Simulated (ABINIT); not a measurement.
# InP (F-43m): G0W0 with and without spin-orbit coupling

Wanted: the effect of spin-orbit coupling on the quasiparticle gap of InP (F-43m).

Main program and level: ABINIT 10.8.3; PBE and many-body steps on it, plane waves.

Most raw output is cut from this account.

## (1) The starting structure

It takes space group F-43m (No. 216, cubic). The conventional cell has a = 5.869 Å, b = 5.869 Å, c = 5.869 Å, α = 90.00°, β = 90.00°, γ = 90.00°. In has 4 P at 2.54 Å nearest. Nearest to P lie 4 In at 2.54 Å. Farther neighbours are not listed.

The cell and positions come from the Crystallography Open Database and are kept as given unless a step says otherwise.

## (2) Empty states on the mesh, 4×4×4 mesh, 118 bands

This step: ABINIT 10.8.3; DFT, PBE, plane waves, norm-conserving pseudopotentials.

The sums over transitions need many empty states on a uniform mesh; this step solves for them.

run.abi reads:

```
acell 3*1.0 Angstrom
rprim 
  -0.000000000000 2.934350000000 2.934350000000
  2.934350000000 -0.000000000000 2.934350000000
  2.934350000000 2.934350000000 -0.000000000000
ntypat 2
znucl 49 15
natom 2
typat 1 2
xred 
  0.000000000000 0.000000000000 0.000000000000
  0.250000000000 0.250000000000 0.250000000000
pp_dirpath "pseudos"
pseudos "In.upf, P.upf"
ecut 33
ngkpt 4 4 4
nshiftk 1
shiftk 0 0 0
kptopt 1
chksymbreak 0
irdden 1
istwfk *1
nband 118
prtvol 0
optdriver 6
gwr_task "HDIAGO"
paral_kgb 0
occopt 1
indata_prefix "in"
outdata_prefix "out"
tmpdata_prefix "tmp"
```

Launch:

```sh
$ OMP_NUM_THREADS=1 mpirun -n 8 abinit run.abi > log
```

Elapsed: 12 s, on 8 MPI ranks of AMD EPYC 9R45, shared host; peak memory 4.6 GiB; 95 s of CPU time.

Numbers from this step:

* gap: 0.6876 eV
* k of the valence top: 0, 0, 0
* k of the conduction bottom: 0, 0, 0
* least direct gap: 0.6876 eV
* k points computed: 8
* lowest point of the top converged band, above the valence top: 80.1345 eV

On this mesh the gap is 0.688 eV.

The density comes from a self-consistent run that is not shown.

## (3) Screening, 4×4×4 mesh, 110 bands, screening to 149.7 eV

The RPA dielectric matrix is built and inverted for each q.

This step: RPA screening on PBE, plane waves, norm-conserving pseudopotentials.

Changes to run.abi since step 2:

```diff
@@ -20,10 +20,11 @@
 chksymbreak 0
-irdden 1
 istwfk *1
-nband 118
-prtvol 0
-optdriver 6
-gwr_task "HDIAGO"
-paral_kgb 0
 occopt 1
+irdwfk 1
+optdriver 3
+nband 110
+ecuteps 5.5
+inclvkb 0
+awtr 1
+symchi 1
 indata_prefix "in"
```

It took 8.1 s on 8 MPI ranks; peak memory 1.4 GiB; 63 s of CPU time.

This step gave:

| Property | Result |
| --- | --- |
| ε∞ with local fields, on this mesh, along the program's q direction | 50.50 |
| the same without local fields | 53.31 |
| plasma frequency | 26.64 eV |
| plane waves in the screening matrix | 181 |

Local fields lower ε∞ by 5 %. On a Γ-centred mesh this coarse the value itself is usually too large, while a short band sum pulls it down.

## (4) Scalar-relativistic

The self-energy is evaluated for the states that the input lists, and the levels follow from it, in one-shot runs by the linearised quasiparticle equation.

This step: G0W0 on PBE, plane waves, norm-conserving pseudopotentials.

Changes to run.abi since step 3:

```diff
@@ -23,8 +23,15 @@
 irdwfk 1
-optdriver 3
+optdriver 4
 nband 110
+gwcalctyp 0
+ecutsigx 33
+symsigma 1
+nkptgw 1
+kptgw 
+  0.0000000000 0.0000000000 0.0000000000
+bdgw 
+  11 17
 ecuteps 5.5
-inclvkb 0
-awtr 1
-symchi 1
+irdscr 1
+ppmodel 1
 indata_prefix "in"
```

It took 3.1 s on 8 MPI ranks; peak memory 0.71 GiB; 23 s of CPU time.

Numbers from this step:

```
G0W0 gap on the points computed              : 1.344 eV
starting gap on the mesh                     : 0.6876 eV
k of the valence top                         : 0, 0, 0
k of the conduction bottom                   : 0, 0, 0
Z at the valence top                         : 0.778
Z at the conduction bottom                   : 0.793
least direct G0W0 gap on the computed points : 1.344 eV
```

The gap on the mesh goes from 0.69 eV to 1.34 eV, a correction of +0.66 eV.

## (5) Empty states on the mesh, 4×4×4 mesh, 242 bands

This step: DFT, PBE with spin-orbit coupling, plane waves, norm-conserving pseudopotentials.

Changes to run.abi since step 4:

```diff
@@ -15,2 +15,3 @@
 ecut 33
+nspinor 2
 ngkpt 4 4 4
@@ -20,18 +21,10 @@
 chksymbreak 0
+iscf -2
+irdden 1
 istwfk *1
-occopt 1
-irdwfk 1
-optdriver 4
-nband 110
-gwcalctyp 0
-ecutsigx 33
-symsigma 1
-nkptgw 1
-kptgw 
-  0.0000000000 0.0000000000 0.0000000000
-bdgw 
-  11 17
-ecuteps 5.5
-irdscr 1
-ppmodel 1
+nband 242
+nbdbuf 22
+tolwfr 1e-09
+nstep 60
+prtvol 0
 indata_prefix "in"
```

Elapsed: 62 s, on 8 MPI ranks; peak memory 0.95 GiB.

This step gave:

* gap: 0.6604 eV
* k of the valence top: 0, 0, 0
* k of the conduction bottom: 0, 0, 0
* least direct gap: 0.6604 eV
* k points computed: 8
* lowest point of the top converged band, above the valence top: 80.1299 eV

On this mesh the gap is 0.660 eV.

The density comes from a self-consistent run that is not shown, made with spin-orbit coupling and fully relativistic files.

## (6) Screening, 4×4×4 mesh, 220 bands, screening to 149.7 eV

This step: RPA screening on PBE with spin-orbit coupling, plane waves, norm-conserving pseudopotentials.

Changes to run.abi since step 5:

```diff
@@ -21,10 +21,11 @@
 chksymbreak 0
-iscf -2
-irdden 1
 istwfk *1
-nband 242
-nbdbuf 22
-tolwfr 1e-09
-nstep 60
-prtvol 0
+occopt 1
+irdwfk 1
+optdriver 3
+nband 220
+ecuteps 5.5
+inclvkb 0
+awtr 1
+symchi 1
 indata_prefix "in"
```

Wall time 64 s (8 MPI ranks); peak memory 3.6 GiB.

This step gave:

```yaml
eps_infinity_with_local_fields_on_this_mesh_along_the_program_s_q_direction: 50.46
the_same_without_local_fields: 53.26
plasma_frequency: 26.64 eV
plane_waves_in_the_screening_matrix: 181
```

## (7) With spin-orbit coupling

This step: G0W0 on PBE with spin-orbit coupling, plane waves, norm-conserving pseudopotentials.

Changes to run.abi since step 6:

```diff
@@ -24,8 +24,15 @@
 irdwfk 1
-optdriver 3
+optdriver 4
 nband 220
+gwcalctyp 0
+ecutsigx 33
+symsigma 0
+nkptgw 1
+kptgw 
+  0.0000000000 0.0000000000 0.0000000000
+bdgw 
+  23 30
 ecuteps 5.5
-inclvkb 0
-awtr 1
-symchi 1
+irdscr 1
+ppmodel 1
 indata_prefix "in"
```

Wall time 39 s (8 MPI ranks); peak memory 2.5 GiB; 5.2 min of CPU time.

This step gave:

- G0W0 gap on the points computed: 1.317 eV
- starting gap on the mesh: 0.6604 eV
- k of the valence top: 0, 0, 0
- k of the conduction bottom: 0, 0, 0
- Z at the valence top: 0.778
- Z at the conduction bottom: 0.793
- least direct G0W0 gap on the computed points: 1.317 eV

Against G0W0 in ABINIT (4×4×4 mesh, 110 bands, screening to 149.7 eV, Godby-Needs plasmon pole), the gap moves by −0.027 eV.

## (8) The runs together

Times are wall times on 8 MPI ranks of AMD EPYC 9R45, shared host, good to a factor of about two. A run's time includes the screening step that it read.

```
                     run   mesh  bands  screening cutoff (eV)  DFT gap (eV)  gap on the mesh (eV)  direct (eV)  ε∞ used     time
     scalar-relativistic  4×4×4    110                  149.7         0.688                 1.344        1.344    50.50     11 s
with spin-orbit coupling  4×4×4    220                  149.7         0.660                 1.317        1.317    50.46  1.7 min
```

## (9) Outcome

```
scalar-relativistic      : 1.344 eV
with spin-orbit coupling : 1.317 eV
known limits             : not at the basis limit; mesh may overstate the screening; screening head approximate; no spin-orbit coupling in some runs; coarse k mesh
```

What this shows: With spin-orbit coupling: −0.027 eV against scalar-relativistic, −0.027 eV of it in the start. Bands and cutoff are finite, so the gap is not at the basis limit. The miss can reach some tenths of an eV and take either sign; the mesh is an error of its own. In the first G0W0 run levels were corrected at 1 k point alone, so a gap called «on the mesh» is the least over those, and an edge elsewhere would be missed. The 4×4×4 mesh is coarse for this cell, which bears on the long-range parts of exchange and screening. The RPA ε∞ on this mesh reaches over 25; with a narrow direct gap a coarse mesh can overstate it, and the correction is then too small. The long-wavelength limit of the screening leaves out the non-local commutator, which shifts ε∞.

[Paths, hosts, dates, memory and timing lines, banners, echoed tables and standing remarks are left out of the program output.]

[Logs are printed without paths, hosts, clocks, repeated set-up lines and the standing remarks that a program may print on its own settings, such as how far it seeks lower states.]

[Runs of the session that timed out or met a known fault of the program may be left out.]

[No measured gap is set beside runs whose start may be inverted or whose files or cutoffs have a known fault.]

[Hosts, paths, dates, database ids (printed as entryN), source tags and the programs' standing remarks are cut or masked in the printed files.]

[G0W0 gaps are taken among the corrected bands and points alone; a level outside them can change the order at an edge.]

[Where Ansatz stands beside ABINIT at settings called matched, ABINIT's density can come from a denser mesh and the files from another edition; pairs whose starting gaps differed by over 0.03 eV were left out, so agreement reads better than it is.]
